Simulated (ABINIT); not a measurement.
# MgO2 (R-3m): G0W0 with ABINIT, start to end, part 3 of 3

How does a plane-wave GW calculation on MgO2 (R-3m) run from the first input to the gap?

ABINIT 10.8.3; LDA and many-body steps on it, plane waves. Known limits of the many-body steps: not at the basis limit; coarse k mesh.

So far. Step 3 (Bands along the symmetry lines): The gap is 2.137 eV, as in the run before at this level. Step 4 (Empty states on the mesh, 4×4×4 mesh, 38 bands): On this mesh the gap is 2.137 eV.

### Step 5. Screening, 4×4×4 mesh, 34 bands, screening to 108.8 eV

The RPA dielectric matrix is built and inverted for each q.

This step: RPA screening on LDA, plane waves, norm-conserving pseudopotentials.

run.abi

```
acell 3*1.0 Angstrom
rprim 
  1.604761016024 0.926509204586 3.493978874900
  -1.604761016024 0.926509204586 3.493978874900
  0.000000000000 -1.853018409173 3.493978874900
ntypat 2
znucl 12 8
natom 3
typat 1 2 2
xred 
  0.000000000000 0.000000000000 0.000000000000
  0.428786000000 0.428786000000 0.428786000000
  0.571214000000 0.571214000000 0.571214000000
pp_dirpath "pseudos"
pseudos "Mg.upf, O.upf"
ecut 38
ngkpt 4 4 4
nshiftk 1
shiftk 0 0 0
kptopt 1
chksymbreak 0
istwfk *1
occopt 1
irdwfk 1
optdriver 3
nband 34
ecuteps 4
inclvkb 2
awtr 1
symchi 1
indata_prefix "in"
outdata_prefix "out"
tmpdata_prefix "tmp"
```

Launch:

```bash
> OMP_NUM_THREADS=1 mpirun -n 8 abinit run.abi > log
```

Numbers of over 12 decimals in the logs are rounded to 6 here.

The log of the run:

```text
.Version 10.8.3 of ABINIT. v10.8.2 released Aug 2026.

 Symmetries : space group R-3 m (#166); Bravais hR (rhombohedral)
[... echo of the input left out ...]
== DATASET  1 ==================================================================
-   mpi_nproc: 8, omp_nthreads: 1 (-1 if OMP is not activated)

--- !DatasetInfo
iteration_state: {dtset: 1, }
dimensions: {natom: 3, nkpt: 13, mband: 34, nsppol: 1, nspinor: 1, nspden: 1, mpw: 2370, }
cutoff_energies: {ecut:  38.0, pawecutdg:  -1.0, }
electrons: {nelect:   2.20000000E+01, charge:   0.00000000E+00, occopt:   1.00000000E+00, tsmear:   1.00000000E-02, }

 SCREENING: Calculation of the susceptibility and dielectric matrices

 Based on a program developped by R.W. Godby, V. Olevano, G. Onida, and L. Reining.
 Incorporated in ABINIT by V. Olevano, G.-M. Rignanese, and M. Torrent.
.Using double precision arithmetic ; gwpc =  8

[... cell and pseudopotentials left out ...]
--------------------------------------------------------------------------------

 ==== K-mesh for the wavefunctions ====
 Number of points in the irreducible wedge :    13
[... list of points left out ...]
 Together with 12 symmetry operations and time-reversal symmetry
 yields    64 points in the full Brillouin Zone.

 ==== Q-mesh for the screening function ====
 Number of points in the irreducible wedge :    13
[... list of points left out ...]
 Together with 12 symmetry operations and time-reversal symmetry
 yields    64 points in the full Brillouin Zone.

 setmesh: FFT mesh size selected  =    27x   27x   27
          total number of points  =        19683

 vcoul_init : cutoff-mode = AUXILIARY_FUNCTION
 q-points for optical limit:   1
     1)      0.000010    0.000020    0.000030

- screening: taking advantage of time-reversal symmetry
- Maximum band index for partially occupied states nbvw = 11
- Remaining bands to be divided among processors   nbcw = 23
- Number of bands treated by each node ~2

 Number of electrons calculated from density =   22.0000; Expected =   22.0000
 average of density, n =  0.104591
 r_s =    1.3167
 omega_plasma =   31.1963 [eV]

 calculating chi0 at frequencies [eV] :
  1    0.000000E+00    0.000000E+00
  2    0.000000E+00    3.119628E+01

--------------------------------------------------------------------------------
  q-point number  1        q = ( 0.000000, 0.000000, 0.000000) [r.l.u.]
--------------------------------------------------------------------------------
[... chi0 elements left out ...]
 For q-point:  0.000010 0.000020 0.000030
  dielectric constant =   3.5375
  dielectric constant without local fields =   3.8523

  Average fulfillment of the sum rule on Im[epsilon] for q-point    1 :     27.13  [%]
[... wings left out ...]
  q-point number  2        q = ( 0.250000, 0.000000, 0.000000) [r.l.u.]
--------------------------------------------------------------------------------
[... chi0 elements left out ...]
  Average fulfillment of the sum rule on Im[epsilon] for q-point    2 :     43.10  [%]

 [... 11 further q-points ...]
```

Elapsed: 6.9 s, on 8 MPI ranks of Arm Neoverse V1, shared host; peak memory 1 GiB; 55 s of CPU time.

Numbers from this step:

```yaml
eps_infinity_with_local_fields_on_this_mesh_along_the_program_s_q_direction: 3.538
the_same_without_local_fields: 3.852
plasma_frequency: 31.20 eV
plane_waves_in_the_screening_matrix: 89
```

Local fields lower ε∞ by 8 %. On a Γ-centred mesh this coarse the value itself is usually too large, while a short band sum pulls it down.

### Step 6. Self-energy, 4×4×4 mesh, 34 bands, screening to 108.8 eV

The self-energy is evaluated for the states that the input lists, and the levels follow from it, in one-shot runs by the linearised quasiparticle equation.

This step: G0W0 on LDA, plane waves, norm-conserving pseudopotentials.

Edit run.abi of step 5 so:

```diff
@@ -24,8 +24,17 @@
 irdwfk 1
-optdriver 3
+optdriver 4
 nband 34
+gwcalctyp 0
+ecutsigx 38
+symsigma 1
+nkptgw 2
+kptgw 
+  0.5000000000 0.5000000000 0.5000000000
+  0.0000000000 0.0000000000 0.0000000000
+bdgw 
+  10 13
+  10 13
 ecuteps 4
-inclvkb 2
-awtr 1
-symchi 1
+irdscr 1
+ppmodel 1
 indata_prefix "in"
```

The log of the run:

```text
.Version 10.8.3 of ABINIT. v10.8.2 released Aug 2026.

 Symmetries : space group R-3 m (#166); Bravais hR (rhombohedral)
[... echo of the input left out ...]
== DATASET  1 ==================================================================
-   mpi_nproc: 8, omp_nthreads: 1 (-1 if OMP is not activated)

--- !DatasetInfo
iteration_state: {dtset: 1, }
dimensions: {natom: 3, nkpt: 13, mband: 34, nsppol: 1, nspinor: 1, nspden: 1, mpw: 2370, }
cutoff_energies: {ecut:  38.0, pawecutdg:  -1.0, }
electrons: {nelect:   2.20000000E+01, charge:   0.00000000E+00, occopt:   1.00000000E+00, tsmear:   1.00000000E-02, }

 SIGMA: Calculation of the GW corrections

 Based on a program developped by R.W. Godby, V. Olevano, G. Onida, and L. Reining.
 Incorporated in ABINIT by V. Olevano, G.-M. Rignanese, and M. Torrent.
.Using double precision arithmetic ; gwpc =  8

[... cell and pseudopotentials left out ...]
--------------------------------------------------------------------------------

 ==== K-mesh for the wavefunctions ====
 Number of points in the irreducible wedge :    13
[... list of points left out ...]
 Together with 12 symmetry operations and time-reversal symmetry
 yields    64 points in the full Brillouin Zone.

 ==== Q-mesh for screening function ====
 Number of points in the irreducible wedge :    13
[... list of points left out ...]
 Together with 12 symmetry operations and time-reversal symmetry
 yields    64 points in the full Brillouin Zone.

 vcoul_init : cutoff-mode = AUXILIARY_FUNCTION
 q-points for optical limit:   1
     1)      0.000010    0.000020    0.000030
 setmesh: FFT mesh size selected  =    45x   45x   45
          total number of points  =        91125

 Number of electrons calculated from density =   22.0000; Expected =   22.0000
 average of density, n =  0.104591
 r_s =    1.3167
 omega_plasma =   31.1963 [eV]

 === KS Band Gaps ===
  >>>> For spin  1
   Minimum direct gap =   2.1369 [eV], located at k-point      :   0.5000  0.5000  0.5000
   Fundamental gap    =   2.1369 [eV], Top of valence bands at :   0.5000  0.5000  0.5000
                                       Bottom of conduction at :   0.5000  0.5000  0.5000
 SIGMA fundamental parameters:
 PLASMON POLE MODEL  1
 number of plane-waves for SigmaX                 2365
 number of plane-waves for SigmaC and W             89
 number of plane-waves for wavefunctions          2365
 number of bands                                    34
 number of independent spin polarizations            1
 number of spinorial components                      1
 number of k-points in IBZ                          13
 number of q-points in IBZ                          13
 number of symmetry operations                      12
 number of k-points in BZ                           64
 number of q-points in BZ                           64
 number of frequencies for dSigma/dE                 9
 frequency step for dSigma/dE [eV]                0.25
 number of omega for Sigma on real axis              0
 max omega for Sigma on real axis  [eV]           0.00
 zcut for avoiding poles [eV]                     0.10

 EPSILON^-1 parameters (SCR file):
 dimension of the eps^-1 matrix on file             89
 dimension of the eps^-1 matrix used                89
 number of plane-waves for wavefunctions          2365
 number of bands                                    34
 number of q-points in IBZ                          13
 number of frequencies                               2
 number of real frequencies                          1
 number of imag frequencies                          1

 matrix elements of self-energy operator (all in [eV])

 Perturbative Calculation

--- !SelfEnergy_ee
iteration_state: {dtset: 1, }
kpoint     : [   0.500,    0.500,    0.500, ]
spin       : 1
KS_gap     :    2.137
QP_gap     :    5.040
Delta_QP_KS:    2.903
data: !SigmaeeData |
     Band     E0 <VxcDFT>   SigX SigC(E0)      Z dSigC/dE  Sig(E)    E-E0       E
       10   3.180 -20.478 -26.426   5.037   0.789  -0.268 -21.196  -0.718   2.462
       11   3.180 -20.478 -26.426   5.037   0.789  -0.268 -21.196  -0.718   2.462
       12   5.317 -18.094 -12.146  -3.246   0.808  -0.237 -15.909   2.185   7.502
       13   7.912  -9.710  -4.418  -3.498   0.862  -0.160  -8.164   1.546   9.458

--- !SelfEnergy_ee
iteration_state: {dtset: 1, }
kpoint     : [   0.000,    0.000,    0.000, ]
spin       : 1
KS_gap     :    5.188
QP_gap     :    7.586
Delta_QP_KS:    2.399
data: !SigmaeeData |
     Band     E0 <VxcDFT>   SigX SigC(E0)      Z dSigC/dE  Sig(E)    E-E0       E
       10   2.378 -19.584 -25.760   5.101   0.796  -0.256 -20.440  -0.856   1.522
       11   2.378 -19.584 -25.760   5.101   0.796  -0.256 -20.440  -0.856   1.522
       12   7.566 -11.433  -6.289  -3.338   0.854  -0.171  -9.890   1.543   9.108
       13   7.794 -20.079 -12.512  -4.020   0.785  -0.275 -17.296   2.783  10.577

== END DATASET(S) ==============================================================
================================================================================

 -outvars: echo values of variables after computation  --------
           etotal      0.0000000000E+00
            nband          34
             nkpt          13
          spgroup         166
 [... the other variables as echoed above ...]

 Calculation completed.
```

Wall time 2.7 s (8 MPI ranks); peak memory 0.16 GiB; 21 s of CPU time.

Numbers from this step:

```yaml
g0w0_gap_on_the_points_computed: 5.040 eV
starting_gap_on_the_mesh: 2.137 eV
k_of_the_valence_top: 0.5, 0.5, 0.5
k_of_the_conduction_bottom: 0.5, 0.5, 0.5
z_at_the_valence_top: 0.789
z_at_the_conduction_bottom: 0.808
least_direct_g0w0_gap_on_the_computed_points: 5.040 eV
```

The gap on the mesh goes from 2.14 eV to 5.04 eV, a correction of +2.90 eV.

Limits: finite bands, cutoff and mesh; coarse k mesh. v1 is the top filled band, c1 the lowest empty one. The levels before and after the correction (eV, zero at the valence-band top of each column):

```
           conduction bottom  valence top
Kohn-Sham               2.14         0.00
     G0W0               5.04         0.00
```

```
                         level  energy (eV)
Kohn-Sham  (0.5 0.5 0.5) v2-v1        0.000
Kohn-Sham     (0.5 0.5 0.5) c1        2.137
Kohn-Sham     (0.5 0.5 0.5) c2        4.732
     G0W0  (0.5 0.5 0.5) v2-v1        0.000
     G0W0     (0.5 0.5 0.5) c1        5.040
     G0W0     (0.5 0.5 0.5) c2        6.996
```

### Step 7. Where the time went

Times are wall times on 8 MPI ranks of Arm Neoverse V1, shared host, good to a factor of about two.

```
                          step   time  share  memory (GiB)
                  ground state   20 s   45 %          0.62
bands along the symmetry lines  8.6 s   20 %          0.52
      empty states on the mesh  5.7 s   13 %           0.5
                     screening  6.9 s   16 %           1.0
                   self-energy  2.7 s    6 %          0.16
```

### Step 8. Summary of results

| Property | Result |
| --- | --- |
| LDA gap | 2.14 eV, direct |
| G0W0 gap on the mesh | 5.04 eV |
| GW settings | 4×4×4 mesh, 34 bands, screening to 108.8 eV, Godby-Needs plasmon pole |
| known limits | not at the basis limit; coarse k mesh |

In words: G0W0 moves the gap on the mesh from 2.14 eV to 5.04 eV (+2.90 eV), with Z of 0.79 and 0.81 at the edges. Local fields lower the RPA ε∞ on this mesh from 3.85 to 3.54; a Γ-centred mesh this coarse tends to raise both, most where the direct gap is narrow, while a short band sum lowers them. Only 2 of the mesh's irreducible points were corrected, so a valley elsewhere could overtake. The dearest step here is «ground state». Bands and cutoff are finite, so the gap is not at the basis limit. The miss can reach some tenths of an eV and take either sign; the mesh is an error of its own. In the G0W0 run levels were corrected at 2 k points alone, so a gap called «on the mesh» is the least over those, and an edge elsewhere would be missed. The 4×4×4 mesh is coarse for this cell, which bears on the long-range parts of exchange and screening.

[Paths, hosts, dates, memory and timing lines, banners, echoed tables and standing remarks are left out of the program output.]

[Logs are printed without paths, hosts, clocks, repeated set-up lines and the standing remarks that a program may print on its own settings, such as how far it seeks lower states.]

[Runs of the session that timed out or met a known fault of the program may be left out.]

[Hosts, paths, dates, database ids (printed as entryN), source tags and the programs' standing remarks are cut or masked in the printed files.]

[G0W0 gaps are taken among the corrected bands and points alone; a level outside them can change the order at an edge.]

[Where Ansatz stands beside ABINIT at settings called matched, ABINIT's density can come from a denser mesh and the files from another edition; pairs whose starting gaps differed by over 0.03 eV were left out, so agreement reads better than it is.]
